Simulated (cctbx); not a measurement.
# Accept or mend?

Cell a = 4.1850 Å, b = 8.9160 Å, c = 12.1370 Å, α = 90.00°, β = 90.00°, γ = 90.00°; space group Immm (no. 71).

Simulated single-crystal data (cctbx): Ag Kα, λ = 0.56087 Å, to d = 0.77 Å, 95 % of the full sphere, strongest reflection 5000 counts, noise from counting, a 4 % proportional error and a noise floor of 2 counts (s.d.); no absorption, and some extinction, which the refinements don't model.

An anisotropic refinement with weights 1/σ² prints:

```text
Rint 0.046, 328 unique reflections to 0.77 A
cycle     R1     wR2    GooF  max shift (A)
   1  0.0319  0.0784   2.187   0.00536
   2  0.0212  0.0524   1.464   0.00001
final R1 0.0212 wR2 0.0524 GooF 1.464  parameters 26  data/parameter 12.6
atom        x        y        z      Ueq    occ   su(xyz)  su(Uiso or U11)
Yb1    0.50000  0.50000  0.29794   0.0039  1.000  0.00005  0.0003
Ho1    0.50000  0.50000  0.00000   0.0015  1.000  0.00000  0.0004
Ag1    0.00000  0.18980  0.00000   0.0012  1.000  0.00011  0.0004
Ag2    0.50000  0.00000  0.00000   0.0019  1.000  0.00000  0.0006
Ga1    0.50000  0.22541  0.14330   0.0026  1.000  0.00012  0.0005
B1     0.00000  0.63684  0.84339   0.0026  1.000  0.00129  0.0040  NPD
difference map: max 1.92 min -2.94 rms 0.42
Q1    0.0000  0.0000  0.4702    4    1.94  0.36 A from Ho1
Q2    0.1232  0.2456  0.2466   16    1.07  1.46 A from Ga1
Q3    0.1401  0.2435  0.1090   16    1.06  1.35 A from B1
Q4    0.2414  0.0000  0.2207    8    1.00  1.04 A from Yb1
Q5    0.0000  0.3581  0.0462    8    0.97  1.34 A from B1
Q6    0.0000  0.2211  0.0000    4    0.95  0.28 A from Ag1
```

**Question.** Can this result stand? If not, what is the likely fault?

Mend it. The fault: wrong element: Yb1 is Ho. Against the right model at the same level, R1 goes from 0.0174 to 0.0212 and GooF from 1.08 to 1.46, U of Ag1 shrinks from 0.0026 to 0.0012 Å², U of Ho1 shrinks from 0.0029 to 0.0015 Å² and U of Yb1 swells from 0.0022 to 0.0039 Å². Yb1 has 3 electrons too many and its U swells to shed them, as expected. The signs are weak, and the output alone doesn't single this fault out.

The compound is Ho3Ga4Ag3B4. The right model at the same level gives:

```text
Rint 0.046, 328 unique reflections to 0.77 A
cycle     R1     wR2    GooF  max shift (A)
   1  0.0187  0.0427   1.192   0.00248
   2  0.0174  0.0387   1.081   0.00001
final R1 0.0174 wR2 0.0387 GooF 1.081  parameters 26  data/parameter 12.6
atom        x        y        z      Ueq    occ   su(xyz)  su(Uiso or U11)
Ho1    0.50000  0.50000  0.29795   0.0022  1.000  0.00004  0.0002
Ho2    0.50000  0.50000  0.00000   0.0029  1.000  0.00000  0.0003
Ag1    0.00000  0.18985  0.00000   0.0026  1.000  0.00008  0.0003
Ag2    0.50000  0.00000  0.00000   0.0033  1.000  0.00000  0.0004
Ga1    0.50000  0.22544  0.14328   0.0040  1.000  0.00009  0.0004
B1     0.00000  0.63719  0.84359   0.0038  1.000  0.00095  0.0029  NPD
difference map: max 0.98 min -2.20 rms 0.35
Q1    0.0000  0.3650  0.0542    8    1.03  1.24 A from B1
Q2    0.1234  0.2393  0.2488   16    1.01  1.44 A from Ga1
Q3    0.0808  0.0000  0.0000    4    0.98  1.73 A from Ag1
Q4    0.2258  0.2394  0.1701   16    0.95  1.20 A from Ga1
Q5    0.1336  0.2399  0.1091   16    0.95  1.36 A from B1
Q6    0.1738  0.2076  0.5000    8    0.93  1.64 A from Ag1
```

Isotropic U is held between 0.0001 and 1 Å² by the program, and listed peak heights are interpolated, so they can pass the grid's maximum.

The model is made up (kin elements in a known structure type, no relaxation), so it says nothing on whether the phase exists.

[Middle refinement cycles are left out of these outputs.]

[Logs are printed without paths, hosts, clocks, repeated set-up lines and the standing remarks that a program may print on its own settings, such as how far it seeks lower states.]
